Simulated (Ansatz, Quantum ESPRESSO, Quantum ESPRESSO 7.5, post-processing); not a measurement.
## vacuum gap of 6.0 Å between two Au(100) faces: ballistic transmission

Aim: the zero-bias transmission with pwcond for this junction: vacuum gap of 6.0 Å between two Au(100) faces.

Program: Quantum ESPRESSO 7.5. Level of theory: plane-wave DFT, PBE, JTH PAW pseudopotentials (cross-check by Ansatz 0.2.0 with PAW datasets). Results are calculated unless marked as measured.

Most raw output is cut from this account.

## 1. The starting structure

The cell holds 12 atoms: 12 Au. Its edges and angles: a = 2.949 Å, b = 2.949 Å, c = 28.935 Å, α = 90.0°, β = 90.0°, γ = 90.0°. It derives from Au. Regions: left lead, 6 atoms (6 Au); right lead, 6 atoms (6 Au). The structure is stacked along c, and the current runs across the ab planes.

## 2. Ground state

One periodic cell holds a stretch of lead, the junction and more lead; the atoms stay as built.

Contents of scf.in:

```
&control
  prefix = 'scf'
  outdir = './out'
  pseudo_dir = './pseudo'
  calculation = 'scf'
  tprnfor = .true.
/
&system
  ibrav = 0
  nat = 12
  ntyp = 1
  ecutwfc = 45
  ecutrho = 360
  occupations = 'smearing'
  smearing = 'mv'
  degauss = 0.01
/
&electrons
  conv_thr = 1e-07
  mixing_beta = 0.25
  electron_maxstep = 120
  mixing_mode = 'local-TF'
/
ATOMIC_SPECIES
  Au  196.9666  Au.GGA_PBE-JTH.UPF
CELL_PARAMETERS angstrom
  2.94863527754790 0.00000000000000 0.00000000000000
  0.00000000000000 2.94863527754790 0.00000000000000
  0.00000000000000 0.00000000000000 28.93500000000000
ATOMIC_POSITIONS crystal
  Au  0.000000000000 0.000000000000 0.000000000000
  Au  0.500000000000 0.500000000000 0.072058061172
  Au  0.000000000000 0.000000000000 0.144116122343
  Au  0.500000000000 0.500000000000 0.216174183515
  Au  0.000000000000 0.000000000000 0.288232244686
  Au  0.500000000000 0.500000000000 0.360290305858
  Au  0.000000000000 0.000000000000 0.567651632970
  Au  0.500000000000 0.500000000000 0.639709694142
  Au  0.000000000000 0.000000000000 0.711767755314
  Au  0.500000000000 0.500000000000 0.783825816485
  Au  0.000000000000 0.000000000000 0.855883877657
  Au  0.500000000000 0.500000000000 0.927941938828
K_POINTS automatic
  8 8 1 0 0 0
```

The run is started by

```
$ OMP_NUM_THREADS=1 mpirun -n 4 pw.x -nk 4 -in scf.in > scf.out
```

The job ended after 1.8 min (4 MPI ranks of Intel Xeon 6975P-C (Granite Rapids), shared host; peak memory 1.1 GiB).

This step gave:

- free energy: -126554.9156 eV
- Fermi energy: 11.95 eV

The program's own clock; routines nest. Time by routine:

| routine | wall time (s) | calls |
| --- | --- | --- |
| PWSCF | 106.2 | 1 |
| electrons | 98.78 | 1 |
| c_bands | 75.07 | 18 |
| cegterg | 64.88 | 72 |
| h_psi | 37.14 | 437 |
| vloc_psi | 24 | 437 |
| fftw | 22.56 | 43942 |
| sum_band | 10.28 | 18 |
| calbec | 8.76 | 525 |
| PAW_pot | 7.4 | 18 |
| h_psi:calbec | 6.54 | 437 |
| init_run | 6.07 | 1 |
| add_vuspsi | 6.05 | 437 |
| s_psi | 6.03 | 437 |

The run needed 17 iterations to bring the estimated error under 1e-07 Ry; the largest force on any atom, held or free, is 0.12 eV/Å.

## 3. Transmission with pwcond.x

prefixt takes both regions from one run: the lead from 0 to bdl, the scattering region from bdl to bds (units of alat). ikind = 1 puts the same lead on both sides. The program's T_tot counts both spins in a run without spin; the tables below give T per spin.

Contents of cond.in:

```
&inputcond
  outdir = './out'
  prefixt = 'scf'
  tran_file = 'cond.dat'
  bdl = 2.8284271247
  bds = 9.8130142511
  ikind = 1
  ewind = 4.0
  epsproj = 1e-05
  nz1 = 7
  energy0 = 0.4
  denergy = -0.4
/
21
  0.00000000 0.00000000 0.01000000
  0.00000000 0.10000000 0.04000000
  0.00000000 0.20000000 0.04000000
  0.00000000 0.30000000 0.04000000
  0.00000000 0.40000000 0.04000000
  0.00000000 0.50000000 0.02000000
  0.10000000 0.10000000 0.04000000
  0.10000000 0.20000000 0.08000000
  0.10000000 0.30000000 0.08000000
  0.10000000 0.40000000 0.08000000
  0.10000000 0.50000000 0.04000000
  0.20000000 0.20000000 0.04000000
  0.20000000 0.30000000 0.08000000
  0.20000000 0.40000000 0.08000000
  0.20000000 0.50000000 0.04000000
  0.30000000 0.30000000 0.04000000
  0.30000000 0.40000000 0.08000000
  0.30000000 0.50000000 0.04000000
  0.40000000 0.40000000 0.04000000
  0.40000000 0.50000000 0.04000000
  0.50000000 0.50000000 0.01000000
3
```

The run is started by

```
$ OMP_NUM_THREADS=1 mpirun -n 4 pwcond.x -in cond.in > cond.out
```

It took 62 s on 4 MPI ranks; peak memory 0.75 GiB.

Numbers from this step:

```
lead channels at the Fermi level, one spin : 0.89
transmission at the Fermi level, one spin  : 0.004136
conductance                                : 0.004136 G₀
```

Per spin; mean over the k mesh across the current. The open channels, zone mean by energy, zero at the Fermi level:

| energy (eV) | open channels, zone mean |
| --- | --- |
| -0.400 | 0.85 |
| 0.000 | 0.89 |
| 0.400 | 0.97 |

Per spin; mean over the k mesh across the current. Table of transmission, zone mean by energy, zero at the Fermi level:

| energy (eV) | transmission, zone mean |
| --- | --- |
| -0.400 | 0.00299 |
| 0.000 | 0.00414 |
| 0.400 | 0.00588 |

At 0.000 eV; k in fractions of b1, b2. Transmission by k point:

| k1 | k2 | weight | t | channels |
| --- | --- | --- | --- | --- |
| 0 | 0 | 0.01 | 0.03367 | 1 |
| 0 | 0.1 | 0.04 | 0.02338 | 1 |
| 0 | 0.2 | 0.04 | 0.01086 | 1 |
| 0 | 0.3 | 0.04 | 0.004803 | 1 |
| 0 | 0.4 | 0.04 | 0.001824 | 1 |
| 0 | 0.5 | 0.02 | 0 | 0 |
| 0.1 | 0.1 | 0.04 | 0.01642 | 1 |
| 0.1 | 0.2 | 0.08 | 0.0081 | 1 |
| 0.1 | 0.3 | 0.08 | 0.003699 | 1 |
| 0.1 | 0.4 | 0.08 | 0.001407 | 1 |
| 0.1 | 0.5 | 0.04 | 1.49e-5 | 2 |
| 0.2 | 0.2 | 0.04 | 0.004269 | 1 |
| 0.2 | 0.3 | 0.08 | 0.002013 | 1 |
| 0.2 | 0.4 | 0.08 | 7.27e-4 | 1 |
| 0.2 | 0.5 | 0.04 | 0 | 0 |
| 0.3 | 0.3 | 0.04 | 9.14e-4 | 1 |
| 0.3 | 0.4 | 0.08 | 2.71e-4 | 1 |
| 0.3 | 0.5 | 0.04 | 0 | 0 |
| 0.4 | 0.4 | 0.04 | 6.53e-5 | 1 |
| 0.4 | 0.5 | 0.04 | 0 | 0 |
| 0.5 | 0.5 | 0.01 | 0 | 0 |

The program's own clock; routines nest. Time by routine:

| routine | wall time (s) | calls |
| --- | --- | --- |
| PWCOND | 61.03 | 1 |
| scatter_forw | 51.1 | 126 |
| local | 3.9 | 21 |
| compbs | 3.05 | 63 |
| compbs_2 | 2.62 | 63 |
| init | 2.44 | 1 |
| poten | 0.76 | 1 |

At no point does T exceed the number of channels.

## 4. The open system, with nz1 = 1

How much does a setting matter? One run is repeated with a change.

cond.w.in is the input of step 3 with these lines changed:

```diff
@@ -3,3 +3,3 @@
   prefixt = 'scf'
-  tran_file = 'cond.dat'
+  tran_file = 'cond.w.dat'
   bdl = 2.8284271247
@@ -9,3 +9,3 @@
   epsproj = 1e-05
-  nz1 = 7
+  nz1 = 1
   energy0 = 0.4
```

The run is started by

```
$ OMP_NUM_THREADS=1 mpirun -n 4 pwcond.x -in cond.w.in > cond.w.out
```

It took 33 s on 4 MPI ranks; peak memory 0.31 GiB; 2.2 min of CPU time.

The changed values were drawn from a wide range, not chosen for quality; the comparison shows what they did here together.

Beside the run it was changed from:

| quantity | this run | unchanged run | difference |
| --- | --- | --- | --- |
| transmission at the Fermi level, one spin | 0.004231 | 0.004136 | 9.5e-5 |
| lead channels at the Fermi level, one spin | 0.85 | 0.89 | -0.040 |
| wall time (s) | 33 | 62 |  |

Over all energies T moves by up to 1.5e-4, at 0.4 eV.

The physical values in this table move by up to 4.5 %.

## 5. Cross-check with Ansatz

As a check, the same structure is run in Ansatz.

Level of this step: plane-wave DFT, PBE, Ansatz PAW (Ansatz 0.2.0).

Contents of input.yaml:

```yaml
crystal:
  lattice:
    - [2.9486352775, 0.0, 0.0]
    - [0.0, 2.9486352775, 0.0]
    - [0.0, 0.0, 28.935]
  atoms:
    - { symbol: Au, position: [0.0, 0.0, 0.0] }
    - { symbol: Au, position: [0.5, 0.5, 0.0720580612] }
    - { symbol: Au, position: [0.0, 0.0, 0.1441161223] }
    - { symbol: Au, position: [0.5, 0.5, 0.2161741835] }
    - { symbol: Au, position: [0.0, 0.0, 0.2882322447] }
    - { symbol: Au, position: [0.5, 0.5, 0.3602903059] }
    - { symbol: Au, position: [0.0, 0.0, 0.567651633] }
    - { symbol: Au, position: [0.5, 0.5, 0.6397096941] }
    - { symbol: Au, position: [0.0, 0.0, 0.7117677553] }
    - { symbol: Au, position: [0.5, 0.5, 0.7838258165] }
    - { symbol: Au, position: [0.0, 0.0, 0.8558838777] }
    - { symbol: Au, position: [0.5, 0.5, 0.9279419388] }
kpoints:
  mp_grid: { grid: [8, 8, 1] }
hamiltonian:
  xc: pbe
scf:
  occupations: { method: fermi_dirac, width: 0.1 }
  convergence: { dr2_threshold: 1.0e-08 }
output:
  transmission: { leads: [[0, 2]], e_range: [-0.4, 0.4], de: 0.4, kmesh: [10, 10] }
  write_potential: true
  write_density: true
  volumetric_format: npy
```

The run is started by

```
$ ansatz run input.yaml --threads 4 --pin off --max-ram 8192MiB --backend cpu --events-out ev --progress --plain --runs-dir out
```

Elapsed: 11 s, on 4 threads; peak memory 1.2 GiB; 37 s of CPU time.

Read from the output:

```
free energy                                  : -157790.9213 eV
energy at zero smearing                      : -157790.8546 eV
smearing term TS                             : 0.1333 eV
Fermi energy                                 : 15.71 eV
symmetry operations                          : 16
transmission at the Fermi level, one spin    : 0.004286
lead channels at the Fermi level, one spin   : 0.97
step of the lead's Hamiltonian over a period : 6.2 meV
```

Per spin; mean over the k mesh across the current. Transmission, zone mean against energy, zero at the Fermi level:

| energy (eV) | transmission, zone mean |
| --- | --- |
| -0.400 | 0.00310 |
| 0.000 | 0.00429 |
| 0.400 | 0.00624 |

Per spin; mean over the k mesh across the current. Table of open channels, zone mean by energy, zero at the Fermi level:

| energy (eV) | open channels, zone mean |
| --- | --- |
| -0.400 | 0.85 |
| 0.000 | 0.97 |
| 0.400 | 0.97 |

Ansatz finds T = 0.00429 against pwcond's 0.00414.

## 6. All levels side by side

All levels:

| step | T at the Fermi level (per spin) | conductance (G0) | r.m.s. T(E) from the first | CPU time of the step (s) | peak memory (GiB) |
| --- | --- | --- | --- | --- | --- |
| Ansatz | 0.004286 | - | 0 | 36.65 | 1.153 |
| pwcond | 0.004136 | 0.004136 | 2.32e-4 | 245.9 | 0.75 |
| pwcond, changed setting | 0.004231 | 0.004231 | 1.26e-4 | 132.4 | 0.31 |

Per spin; mean over the k mesh across the current. Transmission, zone mean against energy, zero at the Fermi level:

| energy (eV) | Ansatz | pwcond | pwcond, changed setting |
| --- | --- | --- | --- |
| -0.400 | 0.00310 | 0.00299 | 0.00311 |
| 0.000 | 0.00429 | 0.00414 | 0.00423 |
| 0.400 | 0.00624 | 0.00588 | 0.00603 |

## 7. Worked from the printed numbers

The Landauer sum over the mesh, Σ w T = 0.0400 × 0.0234 + 0.0400 × 0.0164 + 0.0800 × 0.0081 + … = 0.004136.

G = 0.00414 × 77.48 µS = 0.32 µS a cell. Times the area of 8.694 Å², the resistance-area product is A/G = 271 fΩ m², the leads' contact resistance included.

Free electrons at 1 an atom (4 atoms in 72.5 Å³) have k_F = 1.178 1/Å and offer A k_F²/4π = 0.96 channels per spin; the lead has 0.89 on this mesh.

## 8. Summary of results

| Item | Value |
| --- | --- |
| conductance from T at the Fermi level, a cell (G₀ = 2e²/h) | 0.00414 G₀ |
| conductance per area | 3.69 S/μm² |
| lead channels per spin | 0.89 |
| the same conductance by Ansatz | 0.00429 G₀ |

**Reading.** The junction conducts 0.00414 G₀ a cell at the Fermi level (PBE, JTH PAW). At the Fermi level the junction passes 0.46 % of what the leads offer, the tunnelling regime. At the Fermi level pwcond and Ansatz differ by 3.5 %, a close match. The codes count unlike numbers of lead channels on 4 % of the mesh. Points with over 2.5 times the mean carry 57 % of T, so the mean leans on few points, and the mesh was not tested. Over -0.4 to 0.4 eV, T lies between 0.0030 and 0.0059 per spin. The geometry is as built, not relaxed, and the leads are short. Semilocal functionals lack the image potential in a vacuum gap. Spin-orbit coupling is left out; depending on the atoms that carry the levels of interest, it can split and shift them by tenths of an eV to an eV or more.

[Logs are printed without paths, hosts, clocks, repeated set-up lines and the standing remarks that a program may print on its own settings, such as how far it seeks lower states.]

[Hosts, paths, dates, database ids (printed as entryN), source tags and the programs' standing remarks are cut or masked in the printed files.]

[Maps of the electrostatic potential energy from Ansatz leave out the sawtooth potential of an applied field or a dipole correction, so their vacuum need not be flat; planar profiles and work functions include it.]
